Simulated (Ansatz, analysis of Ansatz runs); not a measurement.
# Reproducing a measured migration barrier: interstitial H in fcc Al, hop from a tetrahedral to the next octahedral site

How near does this set-up come to the measured migration barrier? Subject: interstitial H in fcc Al, hop from a tetrahedral to the next octahedral site. Set-up: PBE-D3(BJ), 32-site cell, PBE-D3(BJ) lattice, 420 eV, k: 3x3x3 Gamma-centred. The model is a cell of 32 host atoms with 1 H put in. The barrier is the energy of the highest image of a climbing band over the relaxed site that the atom leaves.

What was measured. Migration barrier: 0.452 eV, by diffusion measurements (T > 250 K); average of cited values (quoted in “Explainable Machine Learning for Hydrogen Diffusion in Metals and Random Binary Alloys”, 2023, G. M. Lu et al., quoting earlier work (1981)).

Method: plane-wave PAW DFT, PBE-D3(BJ); relaxation of all atoms of a defect supercell, in Ansatz 0.2.0.

## Step 1: Starting point

The cell holds 33 atoms: 32 Al and 1 H. Cell: a = 7.967 Å, b = 7.967 Å, c = 7.967 Å, α = 90.0°, β = 90.0°, γ = 90.0°. It derives from Al (space group Fm-3m). Nearest the centre at fractional (0.375, 0.375, 0.375): H33 at 0.00 Å, Al8 at 1.72 Å, Al18 at 1.72 Å, Al11 at 1.72 Å, Al29 at 1.72 Å, Al15 at 3.30 Å, Al4 at 3.30 Å, Al22 at 3.30 Å.

The host's primitive cell comes from a first run (plane-wave PAW DFT, PBE-D3(BJ); relaxation of the host's cell and atoms): vectors of 2.817, 2.817 and 2.817 Å. That is 15.80 Å³ an atom, 4.8 % under the diffraction cell's volume. The supercell is built on it.

## Step 2: Relaxation, charge 0

A barrier counts from a true minimum, so both ends of the jump are relaxed first.

Input file start/input.yaml:

```yaml
relax:
  f_tol: 0.02
  max_steps: 80
  escape_saddle: false
crystal:
  lattice:
    - [7.96731447, 0.0, 0.0]
    - [0.0, 7.96731447, 0.0]
    - [0.0, 0.0, 7.96731447]
  atoms:
    - { symbol: Al, position: [0.0, 0.0, 0.0] }
    - { symbol: Al, position: [0.0, 0.25, 0.25] }
    - { symbol: Al, position: [0.25, 0.0, 0.25] }
    - { symbol: Al, position: [0.25, 0.25, 0.0] }
    - { symbol: Al, position: [0.0, 0.0, 0.5] }
    - { symbol: Al, position: [0.0, 0.25, 0.75] }
    - { symbol: Al, position: [0.25, 0.0, 0.75] }
    - { symbol: Al, position: [0.25, 0.25, 0.5] }
    - { symbol: Al, position: [0.0, 0.5, 0.0] }
    - { symbol: Al, position: [0.0, 0.75, 0.25] }
    - { symbol: Al, position: [0.25, 0.5, 0.25] }
    - { symbol: Al, position: [0.25, 0.75, 0.0] }
    - { symbol: Al, position: [0.0, 0.5, 0.5] }
    - { symbol: Al, position: [0.0, 0.75, 0.75] }
    - { symbol: Al, position: [0.25, 0.5, 0.75] }
    - { symbol: Al, position: [0.25, 0.75, 0.5] }
    - { symbol: Al, position: [0.5, 0.0, 0.0] }
    - { symbol: Al, position: [0.5, 0.25, 0.25] }
    - { symbol: Al, position: [0.75, 0.0, 0.25] }
    - { symbol: Al, position: [0.75, 0.25, 0.0] }
    - { symbol: Al, position: [0.5, 0.0, 0.5] }
    - { symbol: Al, position: [0.5, 0.25, 0.75] }
    - { symbol: Al, position: [0.75, 0.0, 0.75] }
    - { symbol: Al, position: [0.75, 0.25, 0.5] }
    - { symbol: Al, position: [0.5, 0.5, 0.0] }
    - { symbol: Al, position: [0.5, 0.75, 0.25] }
    - { symbol: Al, position: [0.75, 0.5, 0.25] }
    - { symbol: Al, position: [0.75, 0.75, 0.0] }
    - { symbol: Al, position: [0.5, 0.5, 0.5] }
    - { symbol: Al, position: [0.5, 0.75, 0.75] }
    - { symbol: Al, position: [0.75, 0.5, 0.75] }
    - { symbol: Al, position: [0.75, 0.75, 0.5] }
    - { symbol: H, position: [0.375, 0.375, 0.375] }
basis:
  ecutwfc: 420
  xc_grid: 2
hamiltonian:
  xc: pbe
  dispersion: d3bj
kpoints:
  mp_grid: { grid: [3, 3, 3] }
scf:
  occupations: { method: methfessel_paxton, width: 0.1 }
  max_iter: 120
output:
  forces: true
checkpoint:
  write: "../start.run"
  compress: false
  write_wavefunctions: true
  write_every: 100000
```

Started as:

```sh
$ ansatz run input.yaml --threads 4 --pin off --max-ram 14131MiB --backend cpu --events-out ev --progress --plain --runs-dir out
```

Numbers of over 12 decimals in the logs are rounded to 6 here.

Log:

```text
[... repeated set-up lines and file paths are left out, and long positions are rounded to six places ...]
Engine: ansatz 0.2.0, aarch64-unknown-linux-gnu
Pseudopotentials: kind: paw
Pseudopotential: Al, paw, valence charge 3, recommended cutoff 420 eV (normal), Al.paw.azcp
Pseudopotential: H, paw, valence charge 1, recommended cutoff 420 eV (normal), H.paw.azcp
Functional definition: PBE
  parameter kappa = 0.804
  parameter beta = 0.066725
  exchange = pbe_x(kappa = kappa, mu = beta*pi^2/3)
  correlation = pbe_c(beta = beta)
Crystal: 33 atoms, lattice volume = 505.750 Å³
Basis set: ecut = 420 eV, 9843 PW (Γ), exchange–correlation on 108×108×108 points (8 copies of the dense FFT grid, shifted against one another)
Bands: 82, of which v1, the nominal top of the filled ones, is band 49 counted from 1 (48 counted from 0)
Symmetry: 24 space group operations
Space group: P-43m (ITA 215), of the structure as read, at distance tolerance 8.0e-5 Å
k-points: 4 of 27 (time reversal used)
Non-local potential: Al, projectors of the file, l = 0: 2, l = 1: 2, l = 2: 1
Non-local potential: H, projectors of the file, l = 0: 2, l = 1: 1
PAW form: soft (Blöchl's): semilocal exchange-correlation on the pseudo side does not see the compensation charge
PAW one-centre angular grid: Al, 110 points (default); XC on 64 Gauss nodes
PAW one-centre angular grid: H, 110 points (default); XC on 64 Gauss nodes
Initial density: superposition of atomic densities (neutral atoms: chi_scale 0, normalization atom), corrected by the library's trained network
Initial wavefunctions: pseudopotential atomic-orbital guess
Functional: x = pbe(κ = 0.804, μ = 0.219515), c = pbe(β = 0.066725)
SCF iter   1: F=—  HF=-17226.702859 eV  |F-HF|=—  |Δ(HF+E_count)|=         —  Δρ=1.11e-3  dr2=6.67e-3  ethr=1.77e-3  ⟨swp⟩=8.0  Hψ=1693  notcnv=0  defer=3
preconditioner: auto → Kerker (q_TF=auto, 2.072 Å⁻¹)  [metal: Δε(μ)=0.062 eV  Ē_g=7.140 eV  σ=0.100 eV  W_gap=0.48  n_scr=80 (ndim 8)  ℏωp=16.3 eV  f_vac=0.000  D(μ)=12.79/eV (n_scr^D=80)]
SCF iter   2: F=—  HF=-17226.703178 eV  |F-HF|=—  |Δ(HF+E_count)|=   3.19e-4  S|Δr|=    0.00e0  Δρ=6.63e-4  dr2=2.47e-3  ethr=6.88e-6  ⟨swp⟩=2.0  Hψ=422  notcnv=0  defer=4
SCF iter   3: F=—  HF=-17226.702828 eV  |F-HF|=—  |Δ(HF+E_count)|=   3.51e-4  S|Δr|=    0.00e0  Δρ=7.47e-5  dr2=6.16e-5  ethr=2.55e-6  ⟨swp⟩=2.0  Hψ=409  notcnv=0  defer=4
SCF iter   4: F=-17226.702815 eV  HF=-17226.702819 eV  |F-HF|=3.80e-6  |Δ(HF+E_count)|=   8.79e-6  S|Δr|=    0.00e0  Δρ=2.32e-5  dr2=5.50e-6  ethr=1.03e-8  ⟨swp⟩=4.0  Hψ=880  notcnv=0
SCF 1 converged in 4 iterations: F = -17226.702815 eV  dr2 = 5.50e-6
  greatest PAW one-centre occupation: 0.454 electrons in one spin orbital (limit 2), on the Al atom at site 10 (counted from 0), in its partial waves of l = 0
relax step   1: F+E_penalty+E_count = -17226.70281503 eV  Δ(F+E_penalty+E_count) = +0.000e0 eV  max|allowed force component| = 8.102e-1 eV/Å  Δτ_max = 0.0000 Å  (4 SCF iters, dr2 threshold 1.00e-5 eV, accepted)
[... the SCF cycles and remarks between the steps are left out from here to the last step ...]
relax step   2: F+E_penalty+E_count = -17227.00443669 eV  Δ(F+E_penalty+E_count) = -3.016e-1 eV  max|allowed force component| = 1.696e-1 eV/Å  Δτ_max = 0.0901 Å  (5 SCF iters, dr2 threshold 4.10e-5 eV, accepted)
relax step   3: F+E_penalty+E_count = -17227.02445194 eV  Δ(F+E_penalty+E_count) = -2.002e-2 eV  max|allowed force component| = 7.336e-3 eV/Å  Δτ_max = 0.0313 Å  (5 SCF iters, dr2 threshold 1.80e-6 eV, accepted)
iter 1 solved again at ethr=2.27e-10 eV; its pass at ethr=3.10e-3 eV (dr2=2.21e-7 eV) is discarded
SCF iter   1: F=—  HF=-17227.024462 eV  |F-HF|=—  |Δ(HF+E_count)|=         —  Δρ=6.23e-6  dr2=2.20e-7  ethr=2.27e-10  ⟨swp⟩=1.0  Hψ=924  notcnv=0  defer=15
SCF iter   2: F=-17227.024452 eV  HF=-17227.024452 eV  |F-HF|=9.85e-9  |Δ(HF+E_count)|=   1.04e-5  S|Δr|=    0.00e0  Δρ=3.70e-6  dr2=5.91e-8  ethr=1.03e-10  ⟨swp⟩=3.0  Hψ=804  notcnv=0
SCF 4 converged in 2 iterations: F = -17227.024452 eV  dr2 = 5.91e-8
relax step   4: F+E_penalty+E_count = -17227.02445200 eV  Δ(F+E_penalty+E_count) = -5.108e-8 eV  max|allowed force component| = 7.301e-3 eV/Å  Δτ_max = 0.0000 Å  (2 SCF iters, accepted)
NSCF: frozen V_eff on 4 k-points
the band table was solved once a step of the walk had ended and its energy, with any forces and stress, was formed, with the checks that follow a solve (1888 applications of the Hamiltonian). They found nothing against the state; [...]
SCF converged after 2 iterations
Stability not checked: this state was not tested for a lower state beside it, because cold or Methfessel-Paxton smearing, or corrected tetrahedra, fill the levels in a way that the test cannot read (fill_not_monotonic; see scf.lower_state_search)
Free energy (F): -17227.024452 eV
Harris-Foulkes:  -17227.024452 eV  (|F-HF|=9.85e-9)
Internal energy: -17227.031931 eV  (E = F + TS)
E sigma→0 (E₀):  -17227.026322 eV
Entropy (-TS):   0.007479 eV (0.227 meV/atom)
Fermi energy:    8.249267 eV
--- Per-component energies (eV) ---
  E_band       = 371.300213
  E_kinetic    = 766.698901
  E_local      = 325.309407  (includes V_loc(G=0)·N_el)
  E_nonlocal   = 337.013119
  E_hartree    = 7.716414
  E_xc         = -1291.648820
  E_vxc        = -952.803509  (∫ρ·V_xc dr)
  E_paw        = -14958.255539  (= ΣΔE_a)
  E_vpaw       = -120.349043  (= ΣTr[D̂ρ^β])
  E_aug_tail   = -0.001292  (compensation charges beyond the density's cutoff)
  E_ewald      = -2402.451662
  E_disp       = -11.412461  (pairwise vdW)
  E_smearing   = 0.007479  (= −TS)
  E_closure    = -0.000000  (closes the sum)
  Σ components = -17227.024452   (vs F -17227.024452, Δ=0.00e0)
--- Forces (eV/Å), atoms counted from 1 ---
  atom   1  Al    -0.00192505    -0.00192505    -0.00192505
  atom   2  Al    -0.00298082    -0.00265110    -0.00265110
  atom   3  Al    -0.00265110    -0.00298082    -0.00265110
  atom   4  Al    -0.00265110    -0.00265110    -0.00298082
  atom   5  Al     0.00364977     0.00364977     0.00730134
  atom   6  Al     0.00364977    -0.00730134    -0.00364977
  atom   7  Al    -0.00730134     0.00364977    -0.00364977
  atom   8  Al     0.00119823     0.00119823    -0.00119823
  atom   9  Al     0.00364977     0.00730134     0.00364977
  atom  10  Al     0.00364977    -0.00364977    -0.00730134
  atom  11  Al     0.00119823    -0.00119823     0.00119823
  atom  12  Al    -0.00730134    -0.00364977     0.00364977
  atom  13  Al    -0.00298082     0.00265110     0.00265110
  atom  14  Al    -0.00192505     0.00192505     0.00192505
  atom  15  Al    -0.00265110     0.00265110     0.00298082
  atom  16  Al    -0.00265110     0.00298082     0.00265110
  atom  17  Al     0.00730134     0.00364977     0.00364977
  atom  18  Al    -0.00119823     0.00119823     0.00119823
  atom  19  Al    -0.00364977     0.00364977    -0.00730134
  atom  20  Al    -0.00364977    -0.00730134     0.00364977
  atom  21  Al     0.00265110    -0.00298082     0.00265110
  atom  22  Al     0.00265110    -0.00265110     0.00298082
  atom  23  Al     0.00192505    -0.00192505     0.00192505
  atom  24  Al     0.00298082    -0.00265110     0.00265110
  atom  25  Al     0.00265110     0.00265110    -0.00298082
  atom  26  Al     0.00265110     0.00298082    -0.00265110
  atom  27  Al     0.00298082     0.00265110    -0.00265110
  atom  28  Al     0.00192505     0.00192505    -0.00192505
  atom  29  Al    -0.00119823    -0.00119823    -0.00119823
  atom  30  Al     0.00730134    -0.00364977    -0.00364977
  atom  31  Al    -0.00364977     0.00730134    -0.00364977
  atom  32  Al    -0.00364977    -0.00364977     0.00730134
  atom  33  H      0.00000000    -0.00000000    -0.00000000
  max |Σ_I F_I| component: 8.38e-17 eV/Å
--- Band table (eV) ---
  k-point 0: bands = ["-3.1442", "-1.4396", "-0.7178", "-0.7178", [... 74 left out ...] "11.3518", "11.3518", "11.3739", "13.1512"]
  k-point 1: bands = ["-2.9024", "-2.1244", "-1.0483", "-0.4644", [... 74 left out ...] "12.8757", "12.9198", "12.9198", "12.9812"]
  [... further k-points left out ...]
--- Relaxed structure (4 steps of the walk, 4 accepted, 0 SCFs on fresh bases) ---
  F+E_penalty+E_count = -17227.02445200 eV   max|allowed force component| = 7.301e-3 eV/Å
  atoms:
    - { symbol: Al, position: [0.000183, 0.000183, 0.000183] }
    - { symbol: Al, position: [0.000921, 0.250515, 0.250515] }
    - { symbol: Al, position: [0.250515, 0.000921, 0.250515] }
    - { symbol: Al, position: [0.250515, 0.250515, 0.000921] }
    - { symbol: Al, position: [-0.002140, -0.002140, 0.500504] }
    - { symbol: Al, position: [-0.002140, 0.249496, 0.752140] }
    - { symbol: Al, position: [0.249496, -0.002140, 0.752140] }
    - { symbol: Al, position: [0.241201, 0.241201, 0.508799] }
    - { symbol: Al, position: [-0.002140, 0.500504, -0.002140] }
    - { symbol: Al, position: [-0.002140, 0.752140, 0.249496] }
    - { symbol: Al, position: [0.241201, 0.508799, 0.241201] }
    - { symbol: Al, position: [0.249496, 0.752140, -0.002140] }
    - { symbol: Al, position: [0.000921, 0.499485, 0.499485] }
    - { symbol: Al, position: [0.000183, 0.749817, 0.749817] }
    - { symbol: Al, position: [0.250515, 0.499485, 0.749079] }
    - { symbol: Al, position: [0.250515, 0.749079, 0.499485] }
    - { symbol: Al, position: [0.500504, -0.002140, -0.002140] }
    - { symbol: Al, position: [0.508799, 0.241201, 0.241201] }
    - { symbol: Al, position: [0.752140, -0.002140, 0.249496] }
    - { symbol: Al, position: [0.752140, 0.249496, -0.002140] }
    - { symbol: Al, position: [0.499485, 0.000921, 0.499485] }
    - { symbol: Al, position: [0.499485, 0.250515, 0.749079] }
    - { symbol: Al, position: [0.749817, 0.000183, 0.749817] }
    - { symbol: Al, position: [0.749079, 0.250515, 0.499485] }
    - { symbol: Al, position: [0.499485, 0.499485, 0.000921] }
    - { symbol: Al, position: [0.499485, 0.749079, 0.250515] }
    - { symbol: Al, position: [0.749079, 0.499485, 0.250515] }
    - { symbol: Al, position: [0.749817, 0.749817, 0.000183] }
    - { symbol: Al, position: [0.508799, 0.508799, 0.508799] }
    - { symbol: Al, position: [0.500504, 0.752140, 0.752140] }
    - { symbol: Al, position: [0.752140, 0.500504, 0.752140] }
    - { symbol: Al, position: [0.752140, 0.752140, 0.500504] }
    - { symbol: H, position: [0.375000, 0.375000, 0.375000] }
```

Run time: 11 s. Hardware: 4 threads of Arm Neoverse V2, shared host; peak memory 1.1 GiB.

The steps of the relaxation:

```tsv
step	energy less that of the first step (eV)	largest force component (eV/Å)
1	0.0000	0.8102
2	-0.3016	0.1696
3	-0.3216	0.0073
4	-0.3216	0.0073
```

Forces are held to the 24 operations that the run works with; a distortion that breaks them can't arise in this run.

The atoms that moved most (Å):

```tsv
atom	dx	dy	dz	length
Al8	-0.070	-0.070	0.070	0.121
Al11	-0.070	0.070	-0.070	0.121
Al29	0.070	0.070	0.070	0.121
Al18	0.070	-0.070	-0.070	0.121
Al30	0.004	0.017	0.017	0.024
Al32	0.017	0.017	0.004	0.024
Al31	0.017	0.004	0.017	0.024
Al10	-0.017	0.017	-0.004	0.024
```

Neighbours of H33 at the end:

```tsv
atom	distance (Å)
Al29	1.846
Al18	1.846
Al8	1.846
Al11	1.846
Al21	3.294
Al13	3.294
Al25	3.294
Al27	3.294
Al3	3.294
Al26	3.294
Al22	3.294
Al15	3.294
Al4	3.294
Al16	3.294
Al24	3.294
Al2	3.294
```

This step gave:

```
free energy      : -17227.0245 eV
smearing term TS : -0.007479 eV
```

The other runs of this kind differ in structure, charge or spin alone:

```tsv
run	outcome	energy less the first (eV)	moment (μB)	time
relaxation, charge 0	converged	0.0000	0.00	11 s
relaxation, charge 0	converged	0.0492	0.00	7 s
```

The relaxation ends 9.7 meV an atom lower, with a largest force component of 0.0073 eV/Å.

(Continued in part 2 of 2.)

[Logs are printed without paths, hosts, clocks, repeated set-up lines and the standing remarks that a program may print on its own settings, such as how far it seeks lower states.]

[Hosts, paths, dates, database ids (printed as entryN), source tags and the programs' standing remarks are cut or masked in the printed files.]

[For some hosts the program warned that the k-mesh of the response run may be too coarse for force constants and the static dielectric constant; such warnings are not shown here.]
